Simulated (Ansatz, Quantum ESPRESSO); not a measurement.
# Li2BrCl (R-3m): zone-centre phonons, part 3 of 4

Which modes does Li2BrCl (R-3m) have at the zone centre?

Quantum ESPRESSO 7.5; DFT PBE, scalar-relativistic, plane waves, GBRV ultrasoft pseudopotentials.

So far. Step 5 (Linear response at Γ): The acoustic modes at Γ come out as far as 2.8 cm⁻¹ from zero, where they should vanish, a small numerical error; the Born charges miss their sum rule by 0.018 e, which is good. Step 6 (Zone-centre analysis): The rule moves no optical mode by more than 0.2 cm⁻¹. The relaxed cell has a = 3.775, c = 18.461 Å (conventional setting).

The structure was built from a prototype and need not be the compound's stable phase.

## 8. Sum rules set otherwise (asr simple)

The rule can be imposed in more than one way; the choices should agree where the raw error is small.

File dynmat.in:

```
&input
   fildyn = 'g.dyn'
   asr = 'simple'
   fileig = 'dynmat.eig'
   lperm = .true.
/
```

The run is started by

```console
$ dynmat.x -in dynmat.in > dynmat.out
```

The log of the run:

```text
[banner, memory and clock lines left out]
Program DYNMAT v.7.5

     Reading Dynamical Matrix from file g.dyn
     ...Force constants read
     ...epsilon and Z* read
     A direction for q was not specified:TO-LO splitting will be absent

     Polarizability (A^3 units)
     multiply by 0.577160 for Clausius-Mossotti correction
        13.374673   -0.000000    0.000000
        -0.000000   13.374673    0.000000
        -0.000000    0.000000   13.104608

     IR activities are in (D/A)^2/amu units

# mode   [cm-1]    [THz]      IR
    1     -0.00   -0.0000    0.0000
    2     -0.00   -0.0000    0.0000
    3      0.00    0.0000    0.0000
    4     79.64    2.3876    0.1875
    5     79.64    2.3876    0.1875
    6    148.07    4.4390   11.0208
    7    148.07    4.4390   11.0208
    8    149.82    4.4915    9.2589
    9    163.47    4.9006    2.0244
   10    175.73    5.2681    0.0000
   11    175.73    5.2681    0.0000
   12    364.95   10.9409    0.0000

Electronic dielectric permittivity tensor (relative, adimensional)
         3.212759   -0.000000    0.000000
        -0.000000    3.212759    0.000000
        -0.000000    0.000000    3.168078

 ... with zone-center polar mode contributions
        18.157584   -0.000000   -0.000000
        -0.000000   18.157584    0.000000
        -0.000000    0.000000   16.878148

4 [cm-1]
[end of the log left out, with the tail of the file of modes that dynmat.x writes under the same name]
```

Wall time 0.47 s (1 thread of Arm Neoverse V2, shared host).

This step gave:

```
highest optical zone-centre mode (no LO-TO term) : 364.9 cm⁻¹
lowest optical zone-centre mode                  : 79.64 cm⁻¹
mean static dielectric constant                  : 17.73
```

Zone-centre frequencies as printed; negative means imaginary. Modes:

| mode | frequency (cm⁻¹) |
| --- | --- |
| 1 | 0 |
| 2 | 0 |
| 3 | 0 |
| 4 | 79.64 |
| 5 | 79.64 |
| 6 | 148.1 |
| 7 | 148.1 |
| 8 | 149.8 |
| 9 | 163.5 |
| 10 | 175.7 |
| 11 | 175.7 |
| 12 | 364.9 |

Against the first rule no mode moves by more than 0.2 cm⁻¹.

## 9. The LO-TO splitting (1 0 0)

A longitudinal polar mode sets up a macroscopic field that stiffens it; the term hangs on the direction from which q goes to zero.

File dynmat.in:

```
&input
   fildyn = 'g.dyn'
   asr = 'crystal'
   fileig = 'dynmat.eig'
   q(1) = 1.0
   q(2) = 0.0
   q(3) = 0.0
/
```

The run is started by

```console
$ dynmat.x -in dynmat.in > dynmat.out
```

The log of the run:

```text
[banner, memory and clock lines left out]
Program DYNMAT v.7.5

     Reading Dynamical Matrix from file g.dyn
     ...Force constants read
     ...epsilon and Z* read
     Acoustic Sum Rule: || Z*(ASR) - Z*(orig)|| =    1.374221E-02
     Acoustic Sum Rule: ||dyn(ASR) - dyn(orig)||=    5.092862E-05

     Polarizability (A^3 units)
     multiply by 0.577160 for Clausius-Mossotti correction
        13.374673   -0.000000    0.000000
        -0.000000   13.374673    0.000000
        -0.000000    0.000000   13.104608

     IR activities are in (D/A)^2/amu units

# mode   [cm-1]    [THz]      IR
    1     -0.00   -0.0000    0.0000
    2     -0.00   -0.0000    0.0000
    3      0.00    0.0000    0.0000
    4     79.62    2.3870    0.1878
    5     81.02    2.4290    0.0035
    6    148.00    4.4370   11.0206
    7    149.84    4.4919    9.2633
    8    163.43    4.8996    2.0200
    9    175.59    5.2640    0.0000
   10    175.59    5.2640    0.0000
   11    345.89   10.3695   11.2048
   12    365.02   10.9431    0.0000

[end of the log left out, with the tail of the file of modes that dynmat.x writes under the same name]
```

Elapsed: 0.47 s, on 1 thread.

Read from the output:

| Quantity | Value |
| --- | --- |
| highest mode moved by the LO-TO term | 345.9 cm⁻¹ |

Zone-centre frequencies as printed; negative means imaginary. Modes:

```csv
mode,frequency (cm⁻¹)
1,0
2,0
3,0
4,79.62
5,81.02
6,148
7,149.8
8,163.4
9,175.6
10,175.6
11,345.9
12,365
```

The field moves 2 modes; the highest of them now lies at 346 cm⁻¹, where the highest that moved away lay at 148.

## 10. Modes along a direction of q (0 0 1)

File dynmat.in:

```
&input
   fildyn = 'g.dyn'
   asr = 'crystal'
   fileig = 'dynmat.eig'
   q(1) = 0.0
   q(2) = 0.0
   q(3) = 1.0
/
```

The run is started by

```console
$ dynmat.x -in dynmat.in > dynmat.out
```

The log of the run:

```text
[banner, memory and clock lines left out]
Program DYNMAT v.7.5

     Reading Dynamical Matrix from file g.dyn
     ...Force constants read
     ...epsilon and Z* read
     Acoustic Sum Rule: || Z*(ASR) - Z*(orig)|| =    1.374221E-02
     Acoustic Sum Rule: ||dyn(ASR) - dyn(orig)||=    5.092862E-05

     Polarizability (A^3 units)
     multiply by 0.577160 for Clausius-Mossotti correction
        13.374673   -0.000000    0.000000
        -0.000000   13.374673    0.000000
        -0.000000    0.000000   13.104608

     IR activities are in (D/A)^2/amu units

# mode   [cm-1]    [THz]      IR
    1      0.00    0.0000    0.0000
    2      0.00    0.0000    0.0000
    3      0.00    0.0000    0.0000
    4     79.62    2.3870    0.1878
    5     79.62    2.3870    0.1878
    6    148.00    4.4370   11.0206
    7    148.00    4.4370   11.0206
    8    161.00    4.8266    0.0032
    9    175.59    5.2640    0.0000
   10    175.59    5.2640    0.0000
   11    351.07   10.5247   11.2801
   12    365.02   10.9431    0.0000

[end of the log left out, with the tail of the file of modes that dynmat.x writes under the same name]
```

It took 0.47 s on 1 thread.

This step gave:

```
highest mode moved by the LO-TO term : 351.1 cm⁻¹
```

Zone-centre frequencies as printed; negative means imaginary. Modes:

```
mode  frequency (cm⁻¹)
   1                 0
   2                 0
   3                 0
   4             79.62
   5             79.62
   6               148
   7               148
   8               161
   9             175.6
  10             175.6
  11             351.1
  12               365
```

The field moves 2 modes; the highest of them now lies at 351 cm⁻¹, where the highest that moved away lay at 163.

## 11. The LO-TO splitting (1 1 1)

File dynmat.in:

```
&input
   fildyn = 'g.dyn'
   asr = 'crystal'
   fileig = 'dynmat.eig'
   q(1) = 1.0
   q(2) = 1.0
   q(3) = 1.0
/
```

The run is started by

```console
$ dynmat.x -in dynmat.in > dynmat.out
```

The log of the run:

```text
[banners, grids, parts of the stress and lines that vanish by symmetry left out]
[banner, memory and clock lines left out]
Program DYNMAT v.7.5

     Reading Dynamical Matrix from file g.dyn
     ...Force constants read
     ...epsilon and Z* read
     Acoustic Sum Rule: || Z*(ASR) - Z*(orig)|| =    1.374221E-02
     Acoustic Sum Rule: ||dyn(ASR) - dyn(orig)||=    5.092862E-05

     Polarizability (A^3 units)
     multiply by 0.577160 for Clausius-Mossotti correction
        13.374673   -0.000000    0.000000
        -0.000000   13.374673    0.000000
        -0.000000    0.000000   13.104608

     IR activities are in (D/A)^2/amu units

# mode   [cm-1]    [THz]      IR
    1     -0.00   -0.0000    0.0000
    2     -0.00   -0.0000    0.0000
[...]
11    347.63   10.4216   11.2306
   12    365.02   10.9431    0.0000

[end of the log left out, with the tail of the file of modes that dynmat.x writes under the same name]
```

Wall time 0.47 s (1 thread).

Read from the output:

```
highest mode moved by the LO-TO term : 347.6 cm⁻¹
```

Zone-centre frequencies as printed; negative means imaginary. Modes:

```
mode  frequency (cm⁻¹)
   1                 0
   2                 0
   3                 0
   4             79.62
   5             80.58
   6               148
   7             149.3
   8             162.5
   9             175.6
  10             175.6
  11             347.6
  12               365
```

The field moves 4 modes; the highest of them now lies at 348 cm⁻¹, where the highest that moved away lay at 163.

(Part 3 of 4 ends here.)

[Host names and launcher messages were left out of these logs when they were recorded.]

[Logs are printed without paths, hosts, clocks, repeated set-up lines and the standing remarks that a program may print on its own settings, such as how far it seeks lower states.]

[Hosts, paths, dates, database ids (printed as entryN), source tags and the programs' standing remarks are cut or masked in the printed files.]
